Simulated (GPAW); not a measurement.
## How the plane-wave cutoff moves the magnetism of free-standing triangular Rh monolayer, spacing 2.904 A

Wanted: the cheapest choice of the plane-wave cutoff that holds the magnetic results of free-standing triangular Rh monolayer, spacing 2.904 A.

Main program and level: GPAW 26.7.0; PBE; plane waves with GPAW's PAW setups, scalar-relativistic.

This is a report of a sequence of runs, with most program output left out.

## (1) Starting point

The cell holds 1 atom: 1 Rh. Cell: a = 2.904 Å, b = 2.904 Å, c = 14.000 Å, α = 90.0°, β = 90.0°, γ = 120.0°. model lattice. Vacuum lies along c.

## (2) Rung 1 (250 eV), start ferro +

The ladder starts at a low cutoff and climbs, to see from where on the results stand still.

File order1.py:

```python
import json
import numpy as np
from ase import Atoms
from ase.parallel import paropen, parprint
from gpaw import GPAW

atoms = Atoms(['Rh'],
    cell=[[2.904, 0.0, 0.0],
         [-1.452, 2.514938, 0.0],
         [0.0, 0.0, 14.0]],
    scaled_positions=[[0.0, 0.0, 0.5]],
    pbc=True,
    magmoms=[1.0])
atoms.calc = GPAW(mode={'name': 'pw', 'ecut': 250},
    xc='PBE',
    kpts={'size': (10, 10, 1), 'gamma': True},
    occupations={'name': 'fermi-dirac', 'width': 0.05},
    convergence={'density': 1e-05, 'energy': 1e-05},
    maxiter=200,
    symmetry={'tolerance': 1e-4},
    txt='order1.txt')
e = atoms.get_potential_energy(force_consistent=True)
res = {'free_energy': e, 'energy_sigma0': atoms.get_potential_energy(), 'fermi_energy': atoms.calc.get_fermi_level()}
res['moments'] = atoms.get_magnetic_moments().tolist()
res['total'] = atoms.get_magnetic_moment()
parprint('site moments (muB):', np.round(res['moments'], 3))
parprint(f"total moment: {res['total']:.3f} muB")
parprint(f'free energy: {e:.6f} eV')
atoms.calc.write('order1.gpw')
with paropen('results.json', 'w') as f:
    json.dump(res, f)
```

On the command line:

```
$ OMP_NUM_THREADS=1 python3 order1.py > order1.log
```

Run time: 7.5 s. Hardware: 1 MPI rank of Intel Xeon Platinum 8488C (Sapphire Rapids), shared host; peak memory 0.14 GiB.

Read from the output:

- magnetization: 1.572 μB
- final state: ferromagnetic
- largest moment: 1.417 μB

After 14 cycles the largest moment stands at 1.42 μB.

## (3) Rung 1 (250 eV), start antiferro q=(0,1/2,0) +-

The second start gives the energy difference between the two end states, the quantity that is followed up the ladder. Its q is in fractions of the reciprocal vectors of the first run's cell.

order2.py is the script of step 2 with these lines changed:

```diff
@@ -6,12 +6,13 @@
 
-atoms = Atoms(['Rh'],
+atoms = Atoms(['Rh', 'Rh'],
     cell=[[2.904, 0.0, 0.0],
-         [-1.452, 2.514938, 0.0],
+         [-2.904, 5.029876, 0.0],
          [0.0, 0.0, 14.0]],
-    scaled_positions=[[0.0, 0.0, 0.5]],
+    scaled_positions=[[0.0, 0.0, 0.5],
+         [0.0, 0.5, 0.5]],
     pbc=True,
-    magmoms=[1.0])
+    magmoms=[1.0, -1.0])
 atoms.calc = GPAW(mode={'name': 'pw', 'ecut': 250},
     xc='PBE',
-    kpts={'size': (10, 10, 1), 'gamma': True},
+    kpts={'size': (10, 5, 1), 'gamma': True},
     occupations={'name': 'fermi-dirac', 'width': 0.05},
@@ -20,3 +21,3 @@
     symmetry={'tolerance': 1e-4},
-    txt='order1.txt')
+    txt='order2.txt')
 e = atoms.get_potential_energy(force_consistent=True)
@@ -28,3 +29,3 @@
 parprint(f'free energy: {e:.6f} eV')
-atoms.calc.write('order1.gpw')
+atoms.calc.write('order2.gpw')
 with paropen('results.json', 'w') as f:
```

On the command line:

```
$ OMP_NUM_THREADS=1 python3 order2.py > order2.log
```

Run time: 39 s. Hardware: 1 MPI rank; peak memory 0.2 GiB.

Read from the output:

* magnetization: 0 μB
* final state: antiferromagnetic
* largest moment: 0.9194 μB

This start lies +121.9 meV a seeded atom from the first; its largest moment is 0.919 μB.

## (4) Rung 2 (325 eV), start ferro +

order1.py is the script of step 2 with these lines changed:

```diff
@@ -13,3 +13,3 @@
     magmoms=[1.0])
-atoms.calc = GPAW(mode={'name': 'pw', 'ecut': 250},
+atoms.calc = GPAW(mode={'name': 'pw', 'ecut': 325},
     xc='PBE',
```

On the command line:

```
$ OMP_NUM_THREADS=1 python3 order1.py > order1.log
```

The job ended after 10 s (1 MPI rank; peak memory 0.16 GiB).

Numbers from this step:

```yaml
magnetization: 1.575 μB
final_state: ferromagnetic
largest_moment: 1.428 μB
```

The largest moment moves by +0.01 μB from rung 1, at 1.3 times its CPU time.

## (5) Rung 2 (325 eV), start antiferro q=(0,1/2,0) +-

order2.py is the script of step 3 with these lines changed:

```diff
@@ -14,3 +14,3 @@
     magmoms=[1.0, -1.0])
-atoms.calc = GPAW(mode={'name': 'pw', 'ecut': 250},
+atoms.calc = GPAW(mode={'name': 'pw', 'ecut': 325},
     xc='PBE',
```

On the command line:

```
$ OMP_NUM_THREADS=1 python3 order2.py > order2.log
```

The job ended after 52 s (1 MPI rank; peak memory 0.24 GiB).

This step gave:

```yaml
magnetization: 0 μB
final_state: antiferromagnetic
largest_moment: 0.9280 μB
```

This start lies +121.5 meV a seeded atom from the first, a change of -0.5 meV since rung 1; its largest moment is 0.928 μB.

## (6) Rung 3 (400 eV), start ferro +

order1.py is the script of step 4 with these lines changed:

```diff
@@ -13,3 +13,3 @@
     magmoms=[1.0])
-atoms.calc = GPAW(mode={'name': 'pw', 'ecut': 325},
+atoms.calc = GPAW(mode={'name': 'pw', 'ecut': 400},
     xc='PBE',
```

On the command line:

```
$ OMP_NUM_THREADS=1 python3 order1.py > order1.log
```

It took 11 s on 1 MPI rank; peak memory 0.17 GiB.

Numbers from this step:

- magnetization: 1.577 μB
- final state: ferromagnetic
- largest moment: 1.434 μB

The largest moment moves by +0.01 μB from rung 2, at 1.1 times its CPU time.

## (7) Rung 3 (400 eV), start antiferro q=(0,1/2,0) +-

order2.py is the script of step 5 with these lines changed:

```diff
@@ -14,3 +14,3 @@
     magmoms=[1.0, -1.0])
-atoms.calc = GPAW(mode={'name': 'pw', 'ecut': 325},
+atoms.calc = GPAW(mode={'name': 'pw', 'ecut': 400},
     xc='PBE',
```

On the command line:

```
$ OMP_NUM_THREADS=1 python3 order2.py > order2.log
```

It took 74 s on 1 MPI rank; peak memory 0.27 GiB.

This step gave:

* magnetization: 0 μB
* final state: antiferromagnetic
* largest moment: 0.9319 μB

This start lies +121.3 meV a seeded atom from the first, a change of -0.1 meV since rung 2; its largest moment is 0.932 μB.

## (8) Rung 4 (500 eV), start ferro +

order1.py is the script of step 6 with these lines changed:

```diff
@@ -13,3 +13,3 @@
     magmoms=[1.0])
-atoms.calc = GPAW(mode={'name': 'pw', 'ecut': 400},
+atoms.calc = GPAW(mode={'name': 'pw', 'ecut': 500},
     xc='PBE',
```

On the command line:

```
$ OMP_NUM_THREADS=1 python3 order1.py > order1.log
```

The job ended after 13 s (1 MPI rank; peak memory 0.18 GiB).

This step gave:

```yaml
magnetization: 1.577 μB
final_state: ferromagnetic
largest_moment: 1.434 μB
```

The largest moment is that of rung 3, at 1.1 times its CPU time.

## (9) Rung 4 (500 eV), start antiferro q=(0,1/2,0) +-

order2.py is the script of step 7 with these lines changed:

```diff
@@ -14,3 +14,3 @@
     magmoms=[1.0, -1.0])
-atoms.calc = GPAW(mode={'name': 'pw', 'ecut': 400},
+atoms.calc = GPAW(mode={'name': 'pw', 'ecut': 500},
     xc='PBE',
```

On the command line:

```
$ OMP_NUM_THREADS=1 python3 order2.py > order2.log
```

It took 87 s on 1 MPI rank; peak memory 0.33 GiB.

Read from the output:

```
magnetization  : 0 μB
final state    : antiferromagnetic
largest moment : 0.9330 μB
```

This start lies +121.3 meV a seeded atom from the first, a change of -0.1 meV since rung 3; its largest moment is 0.933 μB.

## (10) Rung 5 (650 eV), start ferro +

order1.py is the script of step 8 with these lines changed:

```diff
@@ -13,3 +13,3 @@
     magmoms=[1.0])
-atoms.calc = GPAW(mode={'name': 'pw', 'ecut': 500},
+atoms.calc = GPAW(mode={'name': 'pw', 'ecut': 650},
     xc='PBE',
```

On the command line:

```
$ OMP_NUM_THREADS=1 python3 order1.py > order1.log
```

The job ended after 22 s (1 MPI rank; peak memory 0.22 GiB).

Read from the output:

| Item | Value |
| --- | --- |
| magnetization | 1.577 μB |
| final state | ferromagnetic |
| largest moment | 1.434 μB |

The largest moment is that of rung 4, at 1.7 times its CPU time.

## (11) Rung 5 (650 eV), start antiferro q=(0,1/2,0) +-

order2.py is the script of step 9 with these lines changed:

```diff
@@ -14,3 +14,3 @@
     magmoms=[1.0, -1.0])
-atoms.calc = GPAW(mode={'name': 'pw', 'ecut': 500},
+atoms.calc = GPAW(mode={'name': 'pw', 'ecut': 650},
     xc='PBE',
```

On the command line:

```
$ OMP_NUM_THREADS=1 python3 order2.py > order2.log
```

It took 2.6 min on 1 MPI rank; peak memory 0.44 GiB.

This step gave:

```
magnetization  : 0 μB
final state    : antiferromagnetic
largest moment : 0.9335 μB
```

This start lies +121.2 meV a seeded atom from the first, a change of -0.0 meV since rung 4; its largest moment is 0.933 μB.

## (12) Rung 6 (800 eV), start ferro +

order1.py is the script of step 10 with these lines changed:

```diff
@@ -13,3 +13,3 @@
     magmoms=[1.0])
-atoms.calc = GPAW(mode={'name': 'pw', 'ecut': 650},
+atoms.calc = GPAW(mode={'name': 'pw', 'ecut': 800},
     xc='PBE',
```

On the command line:

```
$ OMP_NUM_THREADS=1 python3 order1.py > order1.log
```

Run time: 24 s. Hardware: 1 MPI rank; peak memory 0.26 GiB.

Read from the output:

```yaml
magnetization: 1.577 μB
final_state: ferromagnetic
largest_moment: 1.434 μB
```

The largest moment is that of rung 5, at 1.1 times its CPU time.

## (13) Rung 6 (800 eV), start antiferro q=(0,1/2,0) +-

order2.py is the script of step 11 with these lines changed:

```diff
@@ -14,3 +14,3 @@
     magmoms=[1.0, -1.0])
-atoms.calc = GPAW(mode={'name': 'pw', 'ecut': 650},
+atoms.calc = GPAW(mode={'name': 'pw', 'ecut': 800},
     xc='PBE',
```

On the command line:

```
$ OMP_NUM_THREADS=1 python3 order2.py > order2.log
```

Wall time 3.1 min (1 MPI rank); peak memory 0.57 GiB.

Read from the output:

```yaml
magnetization: 0 μB
final_state: antiferromagnetic
largest_moment: 0.9335 μB
```

This start lies +121.2 meV a seeded atom from the first, a change of -0.0 meV since rung 5; its largest moment is 0.934 μB.

## (14) An attempt with other settings

A slip in the input shows what the program catches and what it lets pass.

File run.py:

```python
import json
import numpy as np
from ase import Atoms
from ase.parallel import paropen, parprint
from gpaw import GPAW

atoms = Atoms(['Rh'],
    cell=[[2.904, 0.0, 0.0],
         [-1.452, 2.514938, 0.0],
         [0.0, 0.0, 14.0]],
    scaled_positions=[[0.0, 0.0, 0.5]],
    pbc=True,
    magmoms=[1.0])
atoms.calc = GPAW(mode={'name': 'pw', 'ecut': 550},
    xc='PBE96',
    kpts={'size': (10, 10, 1), 'gamma': True},
    occupations={'name': 'fermi-dirac', 'width': 0.05},
    convergence={'density': 1e-05, 'energy': 1e-05},
    maxiter=50,
    symmetry={'tolerance': 1e-4},
    txt='run.txt')
e = atoms.get_potential_energy(force_consistent=True)
res = {'free_energy': e, 'energy_sigma0': atoms.get_potential_energy(), 'fermi_energy': atoms.calc.get_fermi_level()}
res['moments'] = atoms.get_magnetic_moments().tolist()
res['total'] = atoms.get_magnetic_moment()
parprint('site moments (muB):', np.round(res['moments'], 3))
parprint(f"total moment: {res['total']:.3f} muB")
parprint(f'free energy: {e:.6f} eV')
atoms.calc.write('run.gpw')
with paropen('results.json', 'w') as f:
    json.dump(res, f)
```

On the command line:

```
$ OMP_NUM_THREADS=1 python3 run.py > run.log
```

The job ended after 1.2 s (1 MPI rank; peak memory 0.1 GiB).

The program refused the input before any cycle.

The program's message: “NameError: Unknown functional: PBE96.”

The fault put into the input: an unknown functional.

The functional must be one that the program lists.

## (15) The rungs together

Ladder, by row:

```csv
rung,cutoff (eV),state from the first start,state from the second start,second less first (meV a seeded atom),"moment, first (μB)","moment, second (μB)",CPU time (s)
1,250,ferromagnetic,antiferromagnetic,121.9,1.417,0.9194,46.81
2,325,ferromagnetic,antiferromagnetic,121.5,1.428,0.928,61.47
3,400,ferromagnetic,antiferromagnetic,121.3,1.434,0.9319,85.51
4,500,ferromagnetic,antiferromagnetic,121.3,1.434,0.933,99.89
5,650,ferromagnetic,antiferromagnetic,121.2,1.434,0.9335,177.3
6,800,ferromagnetic,antiferromagnetic,121.2,1.434,0.9335,209.6
```

## (16) Summary of results

- range of the moment in the table, first start: 1.42 to 1.43 μB
- range of CPU time: 47 s to 3.5 min
- range of the energy difference: 121 to 122 meV a seeded atom
- first rung from which all stay within 6.1 meV of the last: 1

What this shows: From rung 1 on the result stays within 0.73 meV of the last rung, inside the margin of 6.1 meV set for it, at 22 % of the last rung's cost. The first start ends lower on every rung of the table; whether functional and cell give the true order is another question.

[Logs and program files are shortened in this print: banners, set-up blocks, solver, clock and traceback lines can be left out without a mark of their own.]

[Logs are printed without paths, hosts, clocks, repeated set-up lines and the standing remarks that a program may print on its own settings, such as how far it seeks lower states.]

[Hosts, paths, dates, database ids (printed as entryN), source tags and the programs' standing remarks are cut or masked in the printed files.]

[Where a cell is said to come from a database of computed structures, the database is the Materials Project.]
